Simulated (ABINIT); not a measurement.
## CsSnI3 (Pm-3m): G0W0 in ABINIT against the screening cutoff in the self-energy

Aim: move the screening cutoff in the self-energy of a G0W0 run on CsSnI3 (Pm-3m) over a wide range.

Calculated with ABINIT 10.8.3; PBE and many-body steps on it, plane waves.

### 1. The structure

It takes space group Pm-3m (No. 221, cubic). Conventional cell: a = 6.286 Å, b = 6.286 Å, c = 6.286 Å, α = 90.00°, β = 90.00°, γ = 90.00°. Nearest to Cs lie 12 I at 4.45 Å. Sn has 6 I at 3.14 Å nearest. Nearest to I lie 2 Sn at 3.14 Å and 4 Cs at 4.45 Å. Farther neighbours and most contacts between anions are not listed.

Structure file:

```cif
data_structure
_symmetry_space_group_name_H-M 'P 1'
_symmetry_Int_Tables_number 1
_cell_length_a 6.2862
_cell_length_b 6.2862
_cell_length_c 6.2862
_cell_angle_alpha 90.000
_cell_angle_beta 90.000
_cell_angle_gamma 90.000
_cell_volume 248.41
loop_
_atom_site_label
_atom_site_type_symbol
_atom_site_fract_x
_atom_site_fract_y
_atom_site_fract_z
_atom_site_occupancy
Cs1 Cs 0.50000 0.50000 0.50000 1
Sn2 Sn 0.00000 0.00000 0.00000 1
I3 I 0.50000 0.00000 0.00000 1
I4 I 0.00000 0.00000 0.50000 1
I5 I 0.00000 0.50000 0.00000 1
```

The cell and positions are those that the Materials Project relaxed with its own functionals (PBE, PBE+U or r2SCAN), kept fixed. Spin-orbit coupling is left out unless a step names it.

### 2. Screening, 2×2×2 mesh, 586 bands, screening to 176.9 eV

This step: ABINIT 10.8.3; RPA screening on PBE, plane waves, norm-conserving pseudopotentials.

The RPA dielectric matrix is built and inverted for each q.

Contents of run.abi:

```
acell 3*1.0 Angstrom
rprim 
  6.286228000000 0.000000000000 0.000000000000
  0.000000000000 6.286228000000 0.000000000000
  0.000000000000 0.000000000000 6.286228000000
ntypat 3
znucl 55 50 53
natom 5
typat 1 2 3 3 3
xred 
  0.500000000000 0.500000000000 0.500000000000
  0.000000000000 0.000000000000 0.000000000000
  0.500000000000 0.000000000000 0.000000000000
  0.000000000000 0.000000000000 0.500000000000
  0.000000000000 0.500000000000 0.000000000000
pp_dirpath "pseudos"
pseudos "Cs.upf, Sn.upf, I.upf"
ecut 32
ngkpt 2 2 2
nshiftk 1
shiftk 0 0 0
kptopt 1
chksymbreak 0
istwfk *1
occopt 1
irdwfk 1
optdriver 3
nband 586
ecuteps 6.5
inclvkb 2
awtr 1
symchi 1
indata_prefix "in"
outdata_prefix "out"
tmpdata_prefix "tmp"
```

Started as:

```
$ OMP_NUM_THREADS=1 mpirun -n 8 abinit run.abi > log
```

Log:

```text
.Version 10.8.3 of ABINIT. v10.8.2 released Aug 2026.

 Symmetries : space group Pm -3 m (#221); Bravais cP (primitive cubic)
[... echo of the input left out ...]
== DATASET  1 ==================================================================
-   mpi_nproc: 8, omp_nthreads: 1 (-1 if OMP is not activated)

--- !DatasetInfo
iteration_state: {dtset: 1, }
dimensions: {natom: 5, nkpt: 4, mband: 586, nsppol: 1, nspinor: 1, nspden: 1, mpw: 14592, }
cutoff_energies: {ecut:  32.0, pawecutdg:  -1.0, }
electrons: {nelect:   4.40000000E+01, charge:   0.00000000E+00, occopt:   1.00000000E+00, tsmear:   1.00000000E-02, }

 SCREENING: Calculation of the susceptibility and dielectric matrices

 Based on a program developped by R.W. Godby, V. Olevano, G. Onida, and L. Reining.
 Incorporated in ABINIT by V. Olevano, G.-M. Rignanese, and M. Torrent.
.Using double precision arithmetic ; gwpc =  8

[... cell and pseudopotentials left out ...]
--------------------------------------------------------------------------------

 ==== K-mesh for the wavefunctions ====
 Number of points in the irreducible wedge :     4
[... list of points left out ...]
 Together with 48 symmetry operations and time-reversal symmetry
 yields     8 points in the full Brillouin Zone.

 ==== Q-mesh for the screening function ====
 Number of points in the irreducible wedge :     4
[... list of points left out ...]
 Together with 48 symmetry operations and time-reversal symmetry
 yields     8 points in the full Brillouin Zone.

 setmesh: FFT mesh size selected  =    45x   45x   45
          total number of points  =        91125

 vcoul_init : cutoff-mode = AUXILIARY_FUNCTION
 q-points for optical limit:   1
     1)      0.000010    0.000020    0.000030

- screening: taking advantage of time-reversal symmetry
- Maximum band index for partially occupied states nbvw = 22
- Remaining bands to be divided among processors   nbcw = 564
- Number of bands treated by each node ~70

 Number of electrons calculated from density =   44.0000; Expected =   44.0000
 average of density, n =  0.026247
 r_s =    2.0874
 omega_plasma =   15.6278 [eV]

 calculating chi0 at frequencies [eV] :
  1    0.000000E+00    0.000000E+00
  2    0.000000E+00    1.562782E+01

--------------------------------------------------------------------------------
  q-point number  1        q = ( 0.000000, 0.000000, 0.000000) [r.l.u.]
--------------------------------------------------------------------------------
[... chi0 elements left out ...]
 For q-point:  0.000010 0.000020 0.000030
  dielectric constant = 115.3378
  dielectric constant without local fields = 142.5529

  Average fulfillment of the sum rule on Im[epsilon] for q-point    1 :    105.63  [%]
[... wings left out ...]
  q-point number  2        q = ( 0.500000, 0.000000, 0.000000) [r.l.u.]
--------------------------------------------------------------------------------
[... chi0 elements left out ...]
  Average fulfillment of the sum rule on Im[epsilon] for q-point    2 :    110.74  [%]

 [... 2 further q-points ...]
```

Run time: 4.4 min. Hardware: 8 MPI ranks of Intel Xeon Platinum 8488C (Sapphire Rapids), shared host; peak memory 7.3 GiB; 35 min of CPU time.

This step gave:

- ε∞ with local fields, on this mesh, along the program's q direction: 115.3
- the same without local fields: 142.6
- plasma frequency: 15.63 eV
- plane waves in the screening matrix: 1357

Local fields lower ε∞ by 19 %. The value itself is an artefact of the mesh, where one narrow direct gap carries too much weight.

### 3. 0.7 Ha

This step: G0W0 on PBE, plane waves, norm-conserving pseudopotentials.

run.abi: that of step 2 with these lines changed.

```diff
@@ -26,8 +26,17 @@
 irdwfk 1
-optdriver 3
+optdriver 4
 nband 586
-ecuteps 6.5
-inclvkb 2
-awtr 1
-symchi 1
+gwcalctyp 0
+ecutsigx 32
+symsigma 1
+nkptgw 2
+kptgw 
+  0.5000000000 0.5000000000 0.5000000000
+  0.0000000000 0.0000000000 0.0000000000
+bdgw 
+  19 25
+  20 25
+ecuteps 0.7
+irdscr 1
+ppmodel 1
 indata_prefix "in"
```

Log:

```text
.Version 10.8.3 of ABINIT. v10.8.2 released Aug 2026.

 Symmetries : space group Pm -3 m (#221); Bravais cP (primitive cubic)
[... echo of the input left out ...]
== DATASET  1 ==================================================================
-   mpi_nproc: 8, omp_nthreads: 1 (-1 if OMP is not activated)

--- !DatasetInfo
iteration_state: {dtset: 1, }
dimensions: {natom: 5, nkpt: 4, mband: 586, nsppol: 1, nspinor: 1, nspden: 1, mpw: 14592, }
cutoff_energies: {ecut:  32.0, pawecutdg:  -1.0, }
electrons: {nelect:   4.40000000E+01, charge:   0.00000000E+00, occopt:   1.00000000E+00, tsmear:   1.00000000E-02, }

 SIGMA: Calculation of the GW corrections

 Based on a program developped by R.W. Godby, V. Olevano, G. Onida, and L. Reining.
 Incorporated in ABINIT by V. Olevano, G.-M. Rignanese, and M. Torrent.
.Using double precision arithmetic ; gwpc =  8

[... cell and pseudopotentials left out ...]
--------------------------------------------------------------------------------

 ==== K-mesh for the wavefunctions ====
 Number of points in the irreducible wedge :     4
[... list of points left out ...]
 Together with 48 symmetry operations and time-reversal symmetry
 yields     8 points in the full Brillouin Zone.

 ==== Q-mesh for screening function ====
 Number of points in the irreducible wedge :     4
[... list of points left out ...]
 Together with 48 symmetry operations and time-reversal symmetry
 yields     8 points in the full Brillouin Zone.

 vcoul_init : cutoff-mode = AUXILIARY_FUNCTION
 q-points for optical limit:   1
     1)      0.000010    0.000020    0.000030
 setmesh: FFT mesh size selected  =    64x   64x   64
          total number of points  =       262144

 Number of electrons calculated from density =   44.0000; Expected =   44.0000
 average of density, n =  0.026247
 r_s =    2.0874
 omega_plasma =   15.6278 [eV]

 === KS Band Gaps ===
  >>>> For spin  1
   Minimum direct gap =   0.4710 [eV], located at k-point      :   0.5000  0.5000  0.5000
   Fundamental gap    =   0.4710 [eV], Top of valence bands at :   0.5000  0.5000  0.5000
                                       Bottom of conduction at :   0.5000  0.5000  0.5000
 SIGMA fundamental parameters:
 PLASMON POLE MODEL  1
 number of plane-waves for SigmaX                14411
 number of plane-waves for SigmaC and W             57
 number of plane-waves for wavefunctions         14411
 number of bands                                   586
 number of independent spin polarizations            1
 number of spinorial components                      1
 number of k-points in IBZ                           4
 number of q-points in IBZ                           4
 number of symmetry operations                      48
 number of k-points in BZ                            8
 number of q-points in BZ                            8
 number of frequencies for dSigma/dE                 9
 frequency step for dSigma/dE [eV]                0.25
 number of omega for Sigma on real axis              0
 max omega for Sigma on real axis  [eV]           0.00
 zcut for avoiding poles [eV]                     0.10

 EPSILON^-1 parameters (SCR file):
 dimension of the eps^-1 matrix on file           1357
 dimension of the eps^-1 matrix used                57
 number of plane-waves for wavefunctions         14411
 number of bands                                   586
 number of q-points in IBZ                           4
 number of frequencies                               2
 number of real frequencies                          1
 number of imag frequencies                          1

 matrix elements of self-energy operator (all in [eV])

 Perturbative Calculation

--- !SelfEnergy_ee
iteration_state: {dtset: 1, }
kpoint     : [   0.500,    0.500,    0.500, ]
spin       : 1
KS_gap     :    0.471
QP_gap     :    0.564
Delta_QP_KS:    0.093
data: !SigmaeeData |
     Band     E0 <VxcDFT>   SigX SigC(E0)      Z dSigC/dE  Sig(E)    E-E0       E
       19   0.434 -11.246 -14.014   2.483   0.788  -0.269 -11.471  -0.225   0.209
       20   0.434 -11.246 -14.014   2.483   0.788  -0.269 -11.471  -0.225   0.209
       21   0.434 -11.246 -14.014   2.483   0.788  -0.269 -11.471  -0.225   0.209
       22   1.957 -12.174 -13.643   1.596   0.796  -0.256 -12.073   0.101   2.058
       23   2.428  -9.575  -6.406  -2.923   0.793  -0.261  -9.380   0.194   2.622
       24   2.428  -9.575  -6.406  -2.923   0.793  -0.261  -9.380   0.194   2.622
[...]
--- !SelfEnergy_ee
iteration_state: {dtset: 1, }
kpoint     : [   0.000,    0.000,    0.000, ]
spin       : 1
KS_gap     :    4.306
QP_gap     :    4.568
Delta_QP_KS:    0.262
data: !SigmaeeData |
     Band     E0 <VxcDFT>   SigX SigC(E0)      Z dSigC/dE  Sig(E)    E-E0       E
[...]
23   4.321  -5.729  -2.349  -3.373   0.821  -0.219  -5.723   0.006   4.327
       24   5.326  -6.045  -2.592  -3.284   0.821  -0.218  -5.906   0.139   5.465
       25   5.326  -6.045  -2.592  -3.284   0.821  -0.218  -5.906   0.139   5.465

== END DATASET(S) ==============================================================
================================================================================

 -outvars: echo values of variables after computation  --------
           etotal      0.0000000000E+00
            nband         586
             nkpt           4
          spgroup         221
 [... the other variables as echoed above ...]

 Calculation completed.
```

The job ended after 8.9 s (8 MPI ranks; peak memory 2.4 GiB).

Numbers from this step:

```yaml
g0w0_gap_on_the_points_computed: 0.5640 eV
starting_gap_on_the_mesh: 0.4710 eV
k_of_the_valence_top: 0.5, 0.5, 0.5
k_of_the_conduction_bottom: 0.5, 0.5, 0.5
z_at_the_valence_top: 0.796
z_at_the_conduction_bottom: 0.793
least_direct_g0w0_gap_on_the_computed_points: 0.5640 eV
```

### 4. 1.3 Ha

run.abi: that of step 3 with these lines changed.

```diff
@@ -38,3 +38,3 @@
   20 25
-ecuteps 0.7
+ecuteps 1.3
 irdscr 1
```

Log:

```text
.Version 10.8.3 of ABINIT. v10.8.2 released Aug 2026.

 Symmetries : space group Pm -3 m (#221); Bravais cP (primitive cubic)
[... echo of the input left out ...]
== DATASET  1 ==================================================================
-   mpi_nproc: 8, omp_nthreads: 1 (-1 if OMP is not activated)

--- !DatasetInfo
iteration_state: {dtset: 1, }
dimensions: {natom: 5, nkpt: 4, mband: 586, nsppol: 1, nspinor: 1, nspden: 1, mpw: 14592, }
cutoff_energies: {ecut:  32.0, pawecutdg:  -1.0, }
electrons: {nelect:   4.40000000E+01, charge:   0.00000000E+00, occopt:   1.00000000E+00, tsmear:   1.00000000E-02, }

 SIGMA: Calculation of the GW corrections

 Based on a program developped by R.W. Godby, V. Olevano, G. Onida, and L. Reining.
 Incorporated in ABINIT by V. Olevano, G.-M. Rignanese, and M. Torrent.
.Using double precision arithmetic ; gwpc =  8

[... cell and pseudopotentials left out ...]
--------------------------------------------------------------------------------

 ==== K-mesh for the wavefunctions ====
 Number of points in the irreducible wedge :     4
[... list of points left out ...]
 Together with 48 symmetry operations and time-reversal symmetry
 yields     8 points in the full Brillouin Zone.

 ==== Q-mesh for screening function ====
 Number of points in the irreducible wedge :     4
[... list of points left out ...]
 Together with 48 symmetry operations and time-reversal symmetry
 yields     8 points in the full Brillouin Zone.

 vcoul_init : cutoff-mode = AUXILIARY_FUNCTION
 q-points for optical limit:   1
     1)      0.000010    0.000020    0.000030
 setmesh: FFT mesh size selected  =    64x   64x   64
          total number of points  =       262144

 Number of electrons calculated from density =   44.0000; Expected =   44.0000
[...]
number of omega for Sigma on real axis              0
 max omega for Sigma on real axis  [eV]           0.00
 zcut for avoiding poles [eV]                     0.10

 EPSILON^-1 parameters (SCR file):
 dimension of the eps^-1 matrix on file           1357
 dimension of the eps^-1 matrix used               123
 number of plane-waves for wavefunctions         14411
 number of bands                                   586
 number of q-points in IBZ                           4
 number of frequencies                               2
 number of real frequencies                          1
 number of imag frequencies                          1

 matrix elements of self-energy operator (all in [eV])

 Perturbative Calculation

--- !SelfEnergy_ee
iteration_state: {dtset: 1, }
kpoint     : [   0.500,    0.500,    0.500, ]
spin       : 1
KS_gap     :    0.471
QP_gap     :    0.646
Delta_QP_KS:    0.174
data: !SigmaeeData |
     Band     E0 <VxcDFT>   SigX SigC(E0)      Z dSigC/dE  Sig(E)    E-E0       E
       19   0.434 -11.246 -14.014   2.357   0.776  -0.289 -11.565  -0.319   0.115
       20   0.434 -11.246 -14.014   2.357   0.776  -0.289 -11.565  -0.319   0.115
       21   0.434 -11.246 -14.014   2.357   0.776  -0.289 -11.565  -0.319   0.115
[...]
--- !SelfEnergy_ee
iteration_state: {dtset: 1, }
kpoint     : [   0.000,    0.000,    0.000, ]
spin       : 1
KS_gap     :    4.306
QP_gap     :    4.599
Delta_QP_KS:    0.294
data: !SigmaeeData |
     Band     E0 <VxcDFT>   SigX SigC(E0)      Z dSigC/dE  Sig(E)    E-E0       E
[...]
24   5.326  -6.045  -2.592  -3.321   0.819  -0.221  -5.937   0.108   5.434
       25   5.326  -6.045  -2.592  -3.321   0.819  -0.221  -5.937   0.108   5.434

== END DATASET(S) ==============================================================
================================================================================

 -outvars: echo values of variables after computation  --------
           etotal      0.0000000000E+00
            nband         586
             nkpt           4
          spgroup         221
 [... the other variables as echoed above ...]

 Calculation completed.
```

The job ended after 12 s (8 MPI ranks; peak memory 4.1 GiB).

Numbers from this step:

- G0W0 gap on the points computed: 0.6460 eV
- starting gap on the mesh: 0.4710 eV
- k of the valence top: 0.5, 0.5, 0.5
- k of the conduction bottom: 0.5, 0.5, 0.5
- Z at the valence top: 0.784
- Z at the conduction bottom: 0.784
- least direct G0W0 gap on the computed points: 0.6460 eV

### 5. 2.3 Ha

The self-energy is evaluated for the states that the input lists, and the levels follow from it, in one-shot runs by the linearised quasiparticle equation.

run.abi: that of step 4 with these lines changed.

```diff
@@ -38,3 +38,3 @@
   20 25
-ecuteps 1.3
+ecuteps 2.3
 irdscr 1
```

Log:

```text
.Version 10.8.3 of ABINIT. v10.8.2 released Aug 2026.

 Symmetries : space group Pm -3 m (#221); Bravais cP (primitive cubic)
[... echo of the input left out ...]
== DATASET  1 ==================================================================
-   mpi_nproc: 8, omp_nthreads: 1 (-1 if OMP is not activated)

--- !DatasetInfo
iteration_state: {dtset: 1, }
dimensions: {natom: 5, nkpt: 4, mband: 586, nsppol: 1, nspinor: 1, nspden: 1, mpw: 14592, }
cutoff_energies: {ecut:  32.0, pawecutdg:  -1.0, }
[...]
Band     E0 <VxcDFT>   SigX SigC(E0)      Z dSigC/dE  Sig(E)    E-E0       E
[...]
24   5.326  -6.045  -2.592  -3.367   0.818  -0.223  -5.975   0.070   5.396
       25   5.326  -6.045  -2.592  -3.367   0.818  -0.223  -5.975   0.070   5.396

== END DATASET(S) ==============================================================
================================================================================

 -outvars: echo values of variables after computation  --------
           etotal      0.0000000000E+00
            nband         586
             nkpt           4
          spgroup         221
 [... the other variables as echoed above ...]

 Calculation completed.
```

The job ended after 19 s (8 MPI ranks; peak memory 4.4 GiB; 2.5 min of CPU time).

This step gave:

```yaml
g0w0_gap_on_the_points_computed: 0.8030 eV
starting_gap_on_the_mesh: 0.4710 eV
k_of_the_valence_top: 0.5, 0.5, 0.5
k_of_the_conduction_bottom: 0.5, 0.5, 0.5
least_direct_g0w0_gap_on_the_computed_points: 0.8030 eV
```

The gap on the mesh goes from 0.47 eV to 0.80 eV, a correction of +0.33 eV.

### 6. 3.2 Ha

run.abi: that of step 5 with these lines changed.

```diff
@@ -38,3 +38,3 @@
   20 25
-ecuteps 2.3
+ecuteps 3.2
 irdscr 1
```

Log:

```text
.Version 10.8.3 of ABINIT. v10.8.2 released Aug 2026.

 Symmetries : space group Pm -3 m (#221); Bravais cP (primitive cubic)
[... echo of the input left out ...]
== DATASET  1 ==================================================================
-   mpi_nproc: 8, omp_nthreads: 1 (-1 if OMP is not activated)

--- !DatasetInfo
iteration_state: {dtset: 1, }
dimensions: {natom: 5, nkpt: 4, mband: 586, nsppol: 1, nspinor: 1, nspden: 1, mpw: 14592, }
cutoff_energies: {ecut:  32.0, pawecutdg:  -1.0, }
[...]
Band     E0 <VxcDFT>   SigX SigC(E0)      Z dSigC/dE  Sig(E)    E-E0       E
[...]
24   5.326  -6.045  -2.592  -3.380   0.817  -0.224  -5.985   0.060   5.386
       25   5.326  -6.045  -2.592  -3.380   0.817  -0.224  -5.985   0.060   5.386

== END DATASET(S) ==============================================================
================================================================================

 -outvars: echo values of variables after computation  --------
           etotal      0.0000000000E+00
            nband         586
             nkpt           4
          spgroup         221
 [... the other variables as echoed above ...]

 Calculation completed.
```

Elapsed: 39 s, on 8 MPI ranks; peak memory 4.7 GiB; 5.2 min of CPU time.

This step gave:

* G0W0 gap on the points computed: 0.8890 eV
* starting gap on the mesh: 0.4710 eV
* k of the valence top: 0.5, 0.5, 0.5
* k of the conduction bottom: 0.5, 0.5, 0.5
* least direct G0W0 gap on the computed points: 0.8890 eV

Against the run before, the gap moves by +0.086 eV.

(Part 1 of 2 ends here.)

[Paths, hosts, dates, memory and timing lines, banners, echoed tables and standing remarks are left out of the program output.]

[Logs are printed without paths, hosts, clocks, repeated set-up lines and the standing remarks that a program may print on its own settings, such as how far it seeks lower states.]

[Runs of the session that timed out or met a known fault of the program may be left out.]

[No measured gap is set beside runs whose start may be inverted or whose files or cutoffs have a known fault.]

[Hosts, paths, dates, database ids (printed as entryN), source tags and the programs' standing remarks are cut or masked in the printed files.]

[G0W0 gaps are taken among the corrected bands and points alone; a level outside them can change the order at an edge.]

[Where Ansatz stands beside ABINIT at settings called matched, ABINIT's density can come from a denser mesh and the files from another edition; pairs whose starting gaps differed by over 0.03 eV were left out, so agreement reads better than it is.]
